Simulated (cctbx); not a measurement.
# YAlRu5 across an absorption edge

Space group Pnma (no. 62), a = 8.1640 Å, b = 4.9360 Å, c = 10.4450 Å, α = 90.00°, β = 90.00°, γ = 90.00°.

```csv
atom,mult.,x,y,z,Ueq (Å²)
Ru1,8,0.5613,0.4962,0.8169,0.0057
Ru2,4,0.9546,1/4,0.0969,0.0056
Ru3,4,0.3105,3/4,0.7556,0.0064
Ru4,4,0.5902,1/4,0.0154,0.0055
Y1,4,0.2600,1/4,0.9359,0.0067
Al1,4,0.8555,1/4,0.8575,0.0095
```

The model was made for the exercise: a known structure type with other elements put in, its volume estimated, not relaxed; displacement parameters are assumed.

Calculated with cctbx: free-atom f′ and f″ from the Sasaki tables, no fine structure; amplitudes in electrons.

| E (eV) | F 1 1 1 | F 2 1 1 | F 2 1 0 | F 2 1 2 |
| --- | --- | --- | --- | --- |
| 16438 | 29.2 | 19.3 | 103.2 | 2.6 |
| 16788 | 31.9 | 18.1 | 103.3 | 2.4 |
| 16918 | 34.4 | 17.1 | 103.6 | 2.1 |
| 16978 | 36.9 | 16.0 | 103.9 | 1.9 |
| 17008 | 39.3 | 15.0 | 104.2 | 1.7 |
| 17023 | 41.7 | 14.0 | 104.5 | 1.4 |
| 17030 | 43.7 | 13.1 | 104.8 | 1.3 |
| 17034 | 45.8 | 12.3 | 105.0 | 1.1 |
| 17042 | 50.3 | 11.9 | 105.5 | 1.5 |
| 17046 | 46.4 | 13.5 | 104.9 | 1.7 |
| 17053 | 43.7 | 14.6 | 104.5 | 1.9 |
| 17068 | 40.9 | 15.7 | 104.1 | 2.1 |
| 17098 | 38.3 | 16.8 | 103.7 | 2.3 |
| 17188 | 34.7 | 18.3 | 103.2 | 2.6 |
| 17438 | 30.9 | 19.8 | 102.5 | 2.9 |

**Question.** Which edge is crossed, and why do the reflections move as they do?

The K edge of Y. The edge is at 17038 eV. f′ of Y falls from -4.4 e at 16918 eV to -7.6 e at 4 eV below it, and f″ steps from 0.53 to 3.75 e across it. Over that approach |F| changes by +33 % (1 1 1), -28 % (2 1 1), +1 % (2 1 0) and -48 % (2 1 2): a reflection falls where Y scatters in phase with the total and rises where it scatters against it; it hardly moves where the Y term is small or cancels by symmetry. Above the edge the larger f″ enters the imaginary part, where it can add to or cancel the other atoms' f″. The structure is centrosymmetric, so Friedel mates stay equal.

[Logs are printed without paths, hosts, clocks, repeated set-up lines and the standing remarks that a program may print on its own settings, such as how far it seeks lower states.]
